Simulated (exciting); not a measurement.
# AlN: the N K edge from the Bethe–Salpeter equation, part 2 of 2

Wanted: the near-edge spectrum and the bound core excitons at the N K edge of AlN.

exciting sodium; X-ray absorption, core-level Bethe-Salpeter equation, exchange and statically screened direct term, Tamm-Dancoff, all-electron LAPW+lo LDA.

So far. Step 5 (Independent particles): Maxima (height): 2.3 eV (0.33), 5.3 eV (0.57), 7.2 eV (0.83), 10.4 eV (0.36) and 14.3 eV (0.21). Against the singlet run the r.m.s. difference is 77 %. Moving the earlier curve by +4.4 eV leaves 36 %. The highest maximum lies at 7.2 eV (0.83), against 0.3 eV (1.00). Step 6 (Exchange alone): Maxima (height): 2.4 eV (0.31), 5.3 eV (0.54), 7.3 eV (0.81), 10.4 eV (0.37) and 14.3 eV (0.22). The spectrum differs from the independent-particle run by 5 % r.m.s.

The database entry behind the starting cell differs from later determinations by our own check (inner coordinate u about 0.002 short), so it need not match the best structure at ambient conditions.

### Step 7. Local-field cutoff (continued)

Against the singlet run the r.m.s. difference is 6 %. The highest maximum lies at 0.3 eV (1.09), against 0.3 eV (1.00). The kernels miss the short-range part of the Coulomb interaction, its components above their cutoff.

```
E (eV)  first run  this run
  -4.0       0.02      0.02
  -3.0       0.03      0.04
  -2.0       0.06      0.06
  -1.0       0.15      0.16
   0.0       0.74      0.85
   1.0       0.74      0.77
   2.0       0.57      0.60
   3.0       0.79      0.80
   4.0       0.59      0.58
   5.0       0.47      0.46
   6.0       0.51      0.47
   7.0       0.27      0.26
   8.0       0.19      0.18
   9.0       0.16      0.16
  10.0       0.18      0.18
  11.0       0.15      0.14
  12.0       0.10      0.09
  13.0       0.12      0.12
  14.0       0.13      0.12
```

### Step 8. Coarser mesh

Changed against the first singlet run: k mesh from 5×5×3 to 3×3×2.

Input file input.xml:

```
<input>
  <title>AlN</title>
  <structure speciespath="." autormt="false" epslat="1.0e-5">
    <crystal>
      <basevect>5.8827174249 0.0000000000 0.0000000000</basevect>
      <basevect>-2.9413587124 5.0945827333 0.0000000000</basevect>
      <basevect>0.0000000000 0.0000000000 9.4127258250</basevect>
    </crystal>
    <species speciesfile="Al.xml" rmt="2.011">
      <atom coord="0.6666666667 0.3333333333 0.5000000000"/>
      <atom coord="0.3333333333 0.6666666667 0.0000000000"/>
    </species>
    <species speciesfile="N.xml" rmt="1.458">
      <atom coord="0.6666666667 0.3333333333 0.8800000000"/>
      <atom coord="0.3333333333 0.6666666667 0.3800000000"/>
    </species>
  </structure>
  <groundstate do="skip" xctype="LDA_PW" ngridk="6 6 3" rgkmax="7" gmaxvr="14" nempty="8" swidth="0.001" maxscl="100" epsengy="1e-5"/>
  <xs xstype="BSE" ngridk="3 3 2" ngridq="3 3 2" vkloff="0.097 0.273 0.493" rgkmax="7" nempty="21" gqmax="3" lmaxapwwf="5" lmaxemat="2" broad="0.01654" tevout="true">
    <energywindow intv="13.321 14.938" points="439"/>
    <screening screentype="full" nempty="38"/>
    <BSE xas="true" xasspecies="2" xasatom="1" xasedge="K" bsetype="singlet" nstlxas="1 17"/>
    <qpointset>
      <qpoint>0 0 0</qpoint>
    </qpointset>
    <plan>
      <doonly task="xsgeneigvec"/>
      <doonly task="writepmatxs"/>
      <doonly task="scrgeneigvec"/>
      <doonly task="scrwritepmat"/>
      <doonly task="screen"/>
      <doonly task="scrcoulint"/>
      <doonly task="exccoulint"/>
    </plan>
  </xs>
</input>
```

Input file input.xml for the last start (plan only):

```
  <plan>
    <doonly task="bse"/>
  </plan>
```

The run is started by

```console
> OMP_NUM_THREADS=1 mpirun -n 4 exciting
> OMP_NUM_THREADS=4 exciting
```

Numbers of over 12 decimals in the logs are rounded to 6 here.

Output:

```text
| EXCITING SODIUM started for task xsgeneigvec ( 301)                          =
One-shot GS runs for BSE calculations
One-shot GS runs for k+qmt/2 grids
Info(xsgeneigvec): Generating eigenvectors for Q-point      1
Info(xsgeneigvec): Generation of eigenvectors finished
| EXCITING SODIUM started for task writepmatxs ( 320)                          =
Info(writepmatxs): Momentum matrix elements finished
| EXCITING SODIUM started for task scrgeneigvec ( 401)                         =
One-shot GS runs for BSE calculations
One-shot GS runs for k+qmt/2 grids
[...]
Info(setup_bse_block): Setting up RR part of hamiltonian
Info(setup_bse_block): Singlet spin state
Info(bse): Diagonalizing RR Hamiltonian (TDA)
Info(bse): Invoking Lapack routine ZHEEVR
       612 eigen solutions found in the interval:
         i1=       1 i2=     612
Info(bse): Writing excition energies and oscillator strengths to text file.
Info(makespectrum_dist): Making spectrum using formula for coupling with time reversed AR basis.
Info(makespectrum_dist): Using formalism for vanishing momentum transfer.
Info(writederived): Writing quantities derived from the macroscopic dielectric function.
Info(bselauncher): Spectrum finished for iqmt=  1
Info(bselauncher): All done for BSE type singlet
```

The job ended after 87 s (4 MPI ranks of Arm Neoverse V1, shared host).

These settings are cheaper. Against the singlet run the r.m.s. difference is 9 %. The first bright state moves from -0.42 to -0.47 eV. The lowest bare transition of this run lies at 0.84 eV, against 0.68. A coarse mesh samples few band energies, and it inflates the long-range part of the attraction.

```
E (eV)  first run  this run
  -4.0       0.02      0.02
  -3.0       0.03      0.03
  -2.0       0.06      0.06
  -1.0       0.15      0.16
   0.0       0.74      0.70
   1.0       0.74      0.64
   2.0       0.57      0.71
   3.0       0.79      0.79
   4.0       0.59      0.58
   5.0       0.47      0.44
   6.0       0.51      0.53
   7.0       0.27      0.31
   8.0       0.19      0.15
   9.0       0.16      0.22
  10.0       0.18      0.19
  11.0       0.15      0.11
  12.0       0.10      0.10
  13.0       0.12      0.14
  14.0       0.13      0.12
```

### Step 9. From independent particles to the full kernel

```
  level  curve passes 0.15 (eV)  highest maximum (eV)  its height
     IP                     1.0                   7.2        0.83
    RPA                     1.1                   7.3        0.81
singlet                    -0.9                   0.3        1.00
```

```
E (eV)    IP   RPA  singlet
  -4.0  0.01  0.01     0.02
  -3.0  0.01  0.01     0.03
  -2.0  0.02  0.01     0.06
  -1.0  0.02  0.02     0.15
   0.0  0.04  0.04     0.74
   1.0  0.15  0.14     0.74
   2.0  0.30  0.28     0.57
   3.0  0.30  0.28     0.79
   4.0  0.36  0.33     0.59
   5.0  0.53  0.50     0.47
   6.0  0.41  0.39     0.51
   7.0  0.77  0.73     0.27
   8.0  0.72  0.75     0.19
   9.0  0.41  0.43     0.16
  10.0  0.32  0.33     0.18
  11.0  0.32  0.34     0.15
  12.0  0.27  0.28     0.10
  13.0  0.16  0.16     0.12
  14.0  0.19  0.20     0.13
```

### Step 10. What came out

- absorber and edge: N K, atom 3
- surroundings: 4 Al at 1.89 Å (tetrahedral, site symmetry 3m)
- first bright state: -0.42 eV from the Kohn–Sham onset, on this mesh
- highest maximum: 0.3 eV
- cost of the BSE run: 8.3 min on 4 MPI ranks of Arm Neoverse V1, shared host; the last task ran on as many threads

What this shows: Is a core exciton bound? Undecided on this mesh: the first bright state (over 5 % of the brightest) lies at -0.42 eV from the Kohn–Sham onset and at -1.11 eV from the lowest bare transition of its own mesh. Changing the cutoff of the screened term (bohr⁻¹) from 3 to 4 alters the spectrum by 6 % r.m.s. Exchange alone changes the independent-particle spectrum by 5 % r.m.s. With 75 k points the binding energies are rough, and fine structure above the first lines is partly noise of the mesh. The kernel cutoff is low for a compact core orbital, so the effect of exchange is a lower bound. The zero comes from the unshifted 6×6×3 ground-state mesh; it is exact only where the band minimum lies on that mesh. The Kohn–Sham onset, 374 eV, is no photon energy: the scale needs a rigid shift. Bands and screening come from semilocal DFT, whose small gap overscreens. Vibrations and energy-dependent lifetimes are left out. The structure is a published determination, not relaxed.

[Banner, clock and machine lines of the logs are left out without a mark of their own.]

[Logs are printed without paths, hosts, clocks, repeated set-up lines and the standing remarks that a program may print on its own settings, such as how far it seeks lower states.]

[Hosts, paths, dates, database ids (printed as entryN), source tags and the programs' standing remarks are cut or masked in the printed files.]
